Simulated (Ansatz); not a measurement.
## H_i (antibonding, by N) in Al3GaN4 (Pm): charge-transition levels and formation energies

Charge states of H_i (antibonding, by N) in Al3GaN4 (Pm), set against the band edges. Model: a cell of 96 host atoms with 1 H put in.

Main program and level: Ansatz 0.2.0; place-levels on PBEsol runs: charge-transition levels and formation energies with image-charge correction and potential alignment at the atomic sites.

Report form: the programs' logs are mostly left out.

## 1. The structure

The cell holds 97 atoms: 36 Al, 12 Ga, 48 N and 1 H. Cell: a = 10.087 Å, b = 9.390 Å, c = 10.836 Å, α = 90.0°, β = 90.0°, γ = 90.0°. It derives from Al3GaN4 (space group Pm). Nearest the centre at fractional (0.594, 0.500, 0.674): H97 at 0.00 Å, N78 at 1.03 Å, Al91 at 1.83 Å, Al75 at 1.83 Å, Al73 at 1.85 Å, N93 at 2.36 Å, N77 at 2.36 Å, N80 at 2.70 Å.

Screening for the image-charge correction: ε∞ = (4.99, 4.79, 4.80), ε0 = (9.98, 8.63, 8.67), from a response run on this crystal (DFPT, PBEsol) at that run's own cell.

The cell's shortest repeat is 9.4 Å.

## 2. The runs of each charge state

Levels follow from differences of total energies between charge states, each relaxed by itself.

Random displacements of about 0.05 Å break the site symmetry at the start, so that the relaxation can reach a distorted minimum if there is one. Forces are taken at one point at (¼, ¼, ¼). The cell holds 1 electron more than the neutral one, with a uniform background that keeps it neutral on the whole.

The sampling was tested on the host first: at the k-points planned (1x1x1 shifted 0.25 0.25 0.25) its energy lies 0.000 eV an atom from the dense-mesh value, under the bound of 0.02 eV set for this test; that bounds the host's error, not the defect's.

One of the inputs; charge, spin and start change from state to state.

qm1.relax/input.yaml reads:

```yaml
crystal:
  lattice:
    - [10.08692036, 0.0, 0.00025278]
    - [0.0, 9.39015678, 0.0]
    - [-0.00644816, 0.0, 10.83601904]
  atoms:
    - { symbol: Al, position: [0.25011429, 0.16666667, 0.08366547] }
    - { symbol: Al, position: [0.00045975, 0.16666667, 0.41740262] }
    - { symbol: Al, position: [0.00054363, 0.0, 0.16584607] }
    - { symbol: Ga, position: [0.24970976, 0.0, 0.33310101] }
    - { symbol: "N", position: [0.05558729, 0.0, 0.33316331] }
    - { symbol: "N", position: [0.06122767, 0.16666667, 0.08357752] }
    - { symbol: "N", position: [0.31256195, 0.16666667, 0.42009678] }
    - { symbol: "N", position: [0.31159516, 0.0, 0.16314772] }
    - { symbol: Al, position: [0.25011429, 0.16666667, 0.58366547] }
    - { symbol: Al, position: [0.00045975, 0.16666667, 0.91740262] }
    - { symbol: Al, position: [0.00054363, 0.0, 0.66584607] }
    - { symbol: Ga, position: [0.24970976, 0.0, 0.83310101] }
    - { symbol: "N", position: [0.05558729, 0.0, 0.83316331] }
    - { symbol: "N", position: [0.06122767, 0.16666667, 0.58357752] }
    - { symbol: "N", position: [0.31256195, 0.16666667, 0.92009678] }
    - { symbol: "N", position: [0.31159516, 0.0, 0.66314772] }
    - { symbol: Al, position: [0.25011429, 0.5, 0.08366547] }
    - { symbol: Al, position: [0.00045975, 0.5, 0.41740262] }
    - { symbol: Al, position: [0.00054363, 0.33333333, 0.16584607] }
    - { symbol: Ga, position: [0.24970976, 0.33333333, 0.33310101] }
    - { symbol: "N", position: [0.05558729, 0.33333333, 0.33316331] }
    - { symbol: "N", position: [0.06122767, 0.5, 0.08357752] }
    - { symbol: "N", position: [0.31256195, 0.5, 0.42009678] }
    - { symbol: "N", position: [0.31159516, 0.33333333, 0.16314772] }
    - { symbol: Al, position: [0.25011429, 0.5, 0.58366547] }
    - { symbol: Al, position: [0.00045975, 0.5, 0.91740262] }
    - { symbol: Al, position: [0.00054363, 0.33333333, 0.66584607] }
    - { symbol: Ga, position: [0.24970976, 0.33333333, 0.83310101] }
    - { symbol: "N", position: [0.05558729, 0.33333333, 0.83316331] }
    - { symbol: "N", position: [0.06122767, 0.5, 0.58357752] }
    - { symbol: "N", position: [0.31256195, 0.5, 0.92009678] }
    - { symbol: "N", position: [0.31159516, 0.33333333, 0.66314772] }
    - { symbol: Al, position: [0.25011429, 0.83333333, 0.08366547] }
    - { symbol: Al, position: [0.00045975, 0.83333333, 0.41740262] }
    - { symbol: Al, position: [0.00054363, 0.66666667, 0.16584607] }
    - { symbol: Ga, position: [0.24970976, 0.66666667, 0.33310101] }
    - { symbol: "N", position: [0.05558729, 0.66666667, 0.33316331] }
    - { symbol: "N", position: [0.06122767, 0.83333333, 0.08357752] }
    - { symbol: "N", position: [0.31256195, 0.83333333, 0.42009678] }
    - { symbol: "N", position: [0.31159516, 0.66666667, 0.16314772] }
    - { symbol: Al, position: [0.25011429, 0.83333333, 0.58366547] }
    - { symbol: Al, position: [0.00045975, 0.83333333, 0.91740262] }
    - { symbol: Al, position: [0.00054363, 0.66666667, 0.66584607] }
    - { symbol: Ga, position: [0.24970976, 0.66666667, 0.83310101] }
    - { symbol: "N", position: [0.05558729, 0.66666667, 0.83316331] }
    - { symbol: "N", position: [0.06122767, 0.83333333, 0.58357752] }
    - { symbol: "N", position: [0.31256195, 0.83333333, 0.92009678] }
    - { symbol: "N", position: [0.31159516, 0.66666667, 0.66314772] }
    - { symbol: Al, position: [0.75011429, 0.16666667, 0.08366547] }
    - { symbol: Al, position: [0.50045975, 0.16666667, 0.41740262] }
    - { symbol: Al, position: [0.50054363, 0.0, 0.16584607] }
    - { symbol: Ga, position: [0.74970976, 0.0, 0.33310101] }
    - { symbol: "N", position: [0.55558729, 0.0, 0.33316331] }
    - { symbol: "N", position: [0.56122767, 0.16666667, 0.08357752] }
    - { symbol: "N", position: [0.81256195, 0.16666667, 0.42009678] }
    - { symbol: "N", position: [0.81159516, 0.0, 0.16314772] }
    - { symbol: Al, position: [0.75011429, 0.16666667, 0.58366547] }
    - { symbol: Al, position: [0.50045975, 0.16666667, 0.91740262] }
    - { symbol: Al, position: [0.50054363, 0.0, 0.66584607] }
    - { symbol: Ga, position: [0.74970976, 0.0, 0.83310101] }
    - { symbol: "N", position: [0.55558729, 0.0, 0.83316331] }
    - { symbol: "N", position: [0.56122767, 0.16666667, 0.58357752] }
    - { symbol: "N", position: [0.81256195, 0.16666667, 0.92009678] }
    - { symbol: "N", position: [0.81159516, 0.0, 0.66314772] }
    - { symbol: Al, position: [0.75011429, 0.5, 0.08366547] }
    - { symbol: Al, position: [0.50045975, 0.5, 0.41740262] }
    - { symbol: Al, position: [0.50054363, 0.33333333, 0.16584607] }
    - { symbol: Ga, position: [0.74970976, 0.33333333, 0.33310101] }
    - { symbol: "N", position: [0.55558729, 0.33333333, 0.33316331] }
    - { symbol: "N", position: [0.56122767, 0.5, 0.08357752] }
    - { symbol: "N", position: [0.81256195, 0.5, 0.42009678] }
    - { symbol: "N", position: [0.81159516, 0.33333333, 0.16314772] }
    - { symbol: Al, position: [0.75011429, 0.5, 0.58366547] }
    - { symbol: Al, position: [0.50045975, 0.5, 0.91740262] }
    - { symbol: Al, position: [0.50054363, 0.33333333, 0.66584607] }
    - { symbol: Ga, position: [0.74970976, 0.33333333, 0.83310101] }
    - { symbol: "N", position: [0.55558729, 0.33333333, 0.83316331] }
    - { symbol: "N", position: [0.56122767, 0.5, 0.58357752] }
    - { symbol: "N", position: [0.81256195, 0.5, 0.92009678] }
    - { symbol: "N", position: [0.81159516, 0.33333333, 0.66314772] }
    - { symbol: Al, position: [0.75011429, 0.83333333, 0.08366547] }
    - { symbol: Al, position: [0.50045975, 0.83333333, 0.41740262] }
    - { symbol: Al, position: [0.50054363, 0.66666667, 0.16584607] }
    - { symbol: Ga, position: [0.74970976, 0.66666667, 0.33310101] }
    - { symbol: "N", position: [0.55558729, 0.66666667, 0.33316331] }
    - { symbol: "N", position: [0.56122767, 0.83333333, 0.08357752] }
    - { symbol: "N", position: [0.81256195, 0.83333333, 0.42009678] }
    - { symbol: "N", position: [0.81159516, 0.66666667, 0.16314772] }
    - { symbol: Al, position: [0.75011429, 0.83333333, 0.58366547] }
    - { symbol: Al, position: [0.50045975, 0.83333333, 0.91740262] }
    - { symbol: Al, position: [0.50054363, 0.66666667, 0.66584607] }
    - { symbol: Ga, position: [0.74970976, 0.66666667, 0.83310101] }
    - { symbol: "N", position: [0.55558729, 0.66666667, 0.83316331] }
    - { symbol: "N", position: [0.56122767, 0.83333333, 0.58357752] }
    - { symbol: "N", position: [0.81256195, 0.83333333, 0.92009678] }
    - { symbol: "N", position: [0.81159516, 0.66666667, 0.66314772] }
    - { symbol: H, position: [0.594328, 0.5, 0.673673] }
  host:
    repeats: [2, 3, 2]
    atoms:
      - { symbol: Al, position: [0.50022857, 0.5, 0.16733093] }
      - { symbol: Al, position: [0.00091951, 0.5, 0.83480524] }
      # ... 6 more atoms of the perfect host
total_charge: -1
basis:
  ecutwfc: 420
  xc_grid: 2
hamiltonian:
  xc: pbesol
kpoints:
  mp_grid: { grid: [1, 1, 1], shift: [0.25, 0.25, 0.25] }
scf:
  occupations: { method: fixed }
  max_iter: 60
output:
  forces: true
  charged_corrections:
    epsilon: [4.99, 4.79, 4.8]
    static_epsilon: [9.98, 8.63, 8.67]
    defect_position: [0.594328, 0.5, 0.673673]
relax:
  f_tol: 0.02
  max_steps: 80
  random_displacement: { amplitude: 0.05, seed: 6398 }
checkpoint:
  write: "../qm1.relax.run"
  compress: false
  write_wavefunctions: true
  write_every: 100000
```

Command:

```sh
> ansatz run input.yaml --threads 4 --pin off --max-ram 7536MiB --backend cpu --events-out ev --progress --plain --runs-dir out
```

Defect states can disperse in a cell of this size, so the energy is taken again at a 2×2×2 shifted mesh, on the relaxed structure.

The run of this state that the levels use, under PBEsol:

qm1.point/input.yaml reads:

```yaml
crystal:
  checkpoint: "../qm1.relax.run"
  host: checkpoint
total_charge: -1
basis:
  ecutwfc: 420
  xc_grid: 2
hamiltonian:
  xc: pbesol
kpoints:
  mp_grid: { grid: [2, 2, 2], shift: [0.5, 0.5, 0.5] }
scf:
  occupations: { method: fermi_dirac, width: 0.01 }
  max_iter: 60
output:
  forces: true
  eigenvalues: true
  charged_corrections:
    epsilon: [4.99, 4.79, 4.8]
    static_epsilon: [9.98, 8.63, 8.67]
    defect_position: [0.594328, 0.5, 0.673673]
  eigenstates: { localisation: true }
  populations: true
  band_densities: [{ bands: [v1, v1] }, { bands: [c1, c1] }]
  write_density: true
  write_potential: true
  volumetric_format: npy
  elf: true
checkpoint:
  read: "../qm1.relax.run"
  write: "../qm1.point.run"
  compress: false
  write_wavefunctions: false
  write_every: 100000
```

Relaxations under PBEsol at one point at (¼, ¼, ¼); times on 4 threads of Arm Neoverse V1, shared host:

| charge | moment (μB) | occupations | outcome | steps | largest displacement against the far atoms (Å) | time |
| --- | --- | --- | --- | --- | --- | --- |
| −1 | 0 | fixed | converged | 12 | 1.23 | 3.3 min |
| 0 | 1 | fixed | converged | 11 | 1.08 | 6.2 min |
| +1 | 0 | fixed | converged | 7 | 0.16 | 2.1 min |

Single points under PBEsol at a 2×2×2 shifted mesh; times on 4 threads of Arm Neoverse V1, shared host:

```csv
charge,moment (μB),occupations,outcome,time
−1,0,fermi-dirac,converged,2.4 min
0,1,fermi-dirac,converged,6.6 min
+1,0,fermi-dirac,converged,2.4 min
```

Distances (Å) from H97 to the nearest atoms after relaxation with PBEsol:

```
charge  moment (μB)       1.       2.       3.       4.      5.      6.
    −1            0  Al 1.75  Ga 1.82  Ga 1.82   N 2.26  N 2.31  N 2.31
     0            1  Al 1.94  Ga 1.99  Ga 1.99   N 2.10  N 2.16  N 2.16
    +1            0   N 1.05  Al 1.99  Al 1.99  Al 2.09  N 2.23  N 2.23
```

## 3. Levels against the band edges, PBEsol

A charged cell interacts with its images and the background, and its potential has another zero than the host's. place-levels removes the first by a point-charge model, screened by the static dielectric constant since the ions have relaxed around the charge, and the second by comparing potentials at atoms far from the defect.

The host is a run of the defect-free crystal in the same cutoffs, grids and k-points, so that basis and sampling errors cancel in part in the differences. Its band edges come from a run of the primitive cell that searches the zone for them. The host is run in a cell of 48 atoms on a matching mesh. Chemical potentials are energies per atom of H (H2 molecule), run with the same functional and cutoff.

levels.point.yaml reads:

```yaml
host:
  run: host.point.run
  levels_from: { run: edges.point.run }
states: [qm1.point.run, q0_M1.point.run, qp1.point.run]
geometry_from:
  qm1.point.run: qm1.relax.run
  q0_M1.point.run: q0_M1.relax.run
  qp1.point.run: qp1.relax.run
  host.point.run: host.relax.run
chemical_potentials:
  H:
    energy: -15.609288
    dataset: "<sha256 of the dataset>"
epsilon: [4.99, 4.79, 4.8]
static_epsilon: [9.98, 8.63, 8.67]
vertical:
  - { from: qm1.point.run, to: qm1.point_neutral.run }
  - { from: qp1.point.run, to: qp1.point_neutral.run }
```

Command:

```sh
> ansatz place-levels levels.point.yaml -- --threads 4 --pin off --max-ram 7536MiB
```

It took 0.38 s on 4 threads of Arm Neoverse V1, shared host.

Levels between the charges placed, in eV above the valence top:

```csv
,gap (eV),(+1/0),(0/−1)
PBEsol,3.48,2.95,1.80
```

Corrections by state:

```
charge  moment (μB)  image terms and alignment (eV)  band filling (eV)                               ε used  over the lowest of its charge, as the program ranks them, band filling apart (eV)
    +1          0.0                           0.245                  -  principal values (8.63, 8.67, 9.98)                                                                              0.000
     0          1.0                           0.000                  -                                    -                                                                              0.000
    −1          0.0                           0.198                  -  principal values (8.63, 8.67, 9.98)                                                                              0.000
```

The charged structures listed were also run neutral, and place-levels reads from each pair, by the potential or the spins, how wide the charge is by which they differ; that can be the carrier of either run.

| charge | rms radius (Å) | spread where it is widest against the cell (Å) | wide from (Å) | reading |
| --- | --- | --- | --- | --- |
| +1 | 6.0 | 3.89 | 1.88 | wide |
| −1 | 2.3 | 1.47 | 1.63 | narrow |

The neutral runs of these pairs need not share the spin of the lowest neutral state, and very wide values only mean spread over the cell.

From the program's caveats on the states, each cut to its opening words:

- charge +1: it parts from the run at its places by a charge that spreads by about 3.9 Å along one vector (1.9 Å or more is wide), by its potential at epsilon [4.99, 4.79, [...]
- charge 0 (1 μB): flagged: stability check not made
- charge −1: its displacements don't fall off away from the defect: farther atoms stand 0.017 Å off the host's places

Chemical potentials of the elements' reference phases, run alike. Formation energy by charge state (elemental references; gap 3.48 eV):

```csv
charge,at valence top (eV),at conduction bottom (eV),correction included (eV)
+1,-0.23,3.25,0.25
0,2.72,2.72,0.00
−1,4.52,1.05,0.20
```

```
Fermi level (eV)  lowest formation energy (eV)
            0.00                         -0.23
            0.32                          0.09
            0.63                          0.40
            0.95                          0.72
            1.26                          1.04
            1.58                          1.35
            1.90                          1.67
            2.21                          1.99
            2.53                          1.99
            2.85                          1.68
            3.16                          1.36
            3.48                          1.05
```

## 4. Effect of the sampling

The relaxations' own energies give the levels at their sampling, for comparison.

levels.relax_mesh.yaml reads:

```yaml
host:
  run: host.relax.run
  levels_from: { run: edges.relax.run }
states: [qm1.relax.run, q0_M1.relax.run, qp1.relax.run]
chemical_potentials:
  H:
    energy: -15.609288
    dataset: "<sha256 of the dataset>"
```

Command:

```sh
> ansatz place-levels levels.relax_mesh.yaml -- --threads 4 --pin off --max-ram 7536MiB
```

The job ended after 0.14 s (4 threads).

Levels between neighbouring charges, in eV above the valence top:

```csv
,gap (eV),(+1/0),(0/−1)
"one point at (¼, ¼, ¼)",3.48,2.95,1.80
a 2×2×2 shifted mesh,3.48,2.95,1.80
```

Going from one point at (¼, ¼, ¼) to a 2×2×2 shifted mesh moves the levels that carry no band-filling term by up to 0.00 eV and formation energies against the elements by up to 0.00 eV.

## 5. Another choice

A choice is tested by changing it alone.

levels.try0.yaml is levels.point.yaml with these lines changed:

```diff
-epsilon: [4.99, 4.79, 4.8]
-static_epsilon: [9.98, 8.63, 8.67]
+epsilon: 6.46
+static_epsilon: 12.07
```

Command:

```sh
> ansatz place-levels levels.try0.yaml -- --threads 4 --pin off --max-ram 7536MiB
```

The change: single dielectric constants in place of the tensors, a third over their means.

Levels in eV above the valence top; the changed ones are not the defect's:

|  | gap (eV) | (+1/0) | (0/−1) |
| --- | --- | --- | --- |
| changed | 3.48 | 2.99 | 1.76 |
| as set up | 3.48 | 2.95 | 1.80 |

The largest shift is 0.04 eV.

## 6. What came out

```yaml
gap_of_the_host: 3.48 eV (PBEsol)
level_plus_1_over_0: 2.95 eV above the valence top, not a change between lowest states
level_0_minus_1: 1.80 eV above the valence top, not a change between lowest states
level_plus_1_minus_1: 2.38 eV above the valence top
lowest_of_the_charges_placed_just_above_the_valence_top_0p02_ev: +1
lowest_of_the_charges_placed_just_below_the_conduction_bottom_0p02_ev: −1
lowest_formation_energy_at_mid_gap_of_the_charges_run_elemental_references: 1.51 eV
```

In words: Of the charges placed (−1, 0 and +1), the lowest changes at 2.38 eV (+1/−1) above the valence top, in a gap of 3.48 eV. (+1/−1) passes over charge 0, which lies 0.57 eV above the two there; a lower structure or spin state of it, if missed, would change that. Charges above +1 and below −1 were not placed, so these runs say nothing of levels that involve them. States placed: +1 at 0 μB; 0 at 1 μB; −1 at 0 μB. Other spin states or structures, where not listed, weren't placed. At charge −1 and 0 the atom put in ends up to 1.2 Å from its starting place, so the name tells the start alone and the levels can join different sites. H is taken at its element; compounds, which aren't counted here, bound the chemical potentials and would shift these formation energies. Going from one point at (¼, ¼, ¼) to a 2×2×2 shifted mesh moves the levels that carry no band-filling term by up to 0.00 eV and formation energies against the elements by up to 0.00 eV. Limits: PBEsol makes the gap too small and tends to spread out bound carriers; where a gas molecule sets a chemical potential or the host's formation energy, its binding is uncorrected.

[Logs are printed without paths, hosts, clocks, repeated set-up lines and the standing remarks that a program may print on its own settings, such as how far it seeks lower states.]

[Hosts, paths, dates, database ids (printed as entryN), source tags and the programs' standing remarks are cut or masked in the printed files.]

[Where a table of states has a column of steps, it counts the stored structures, which are thinned; the runs took as many ionic steps or more.]

[A defect's name tells the site on which it was built; relaxed atoms can leave that site.]

[For some hosts the program warned that the k-mesh of the response run may be too coarse for force constants and the static dielectric constant; such warnings are not shown here.]
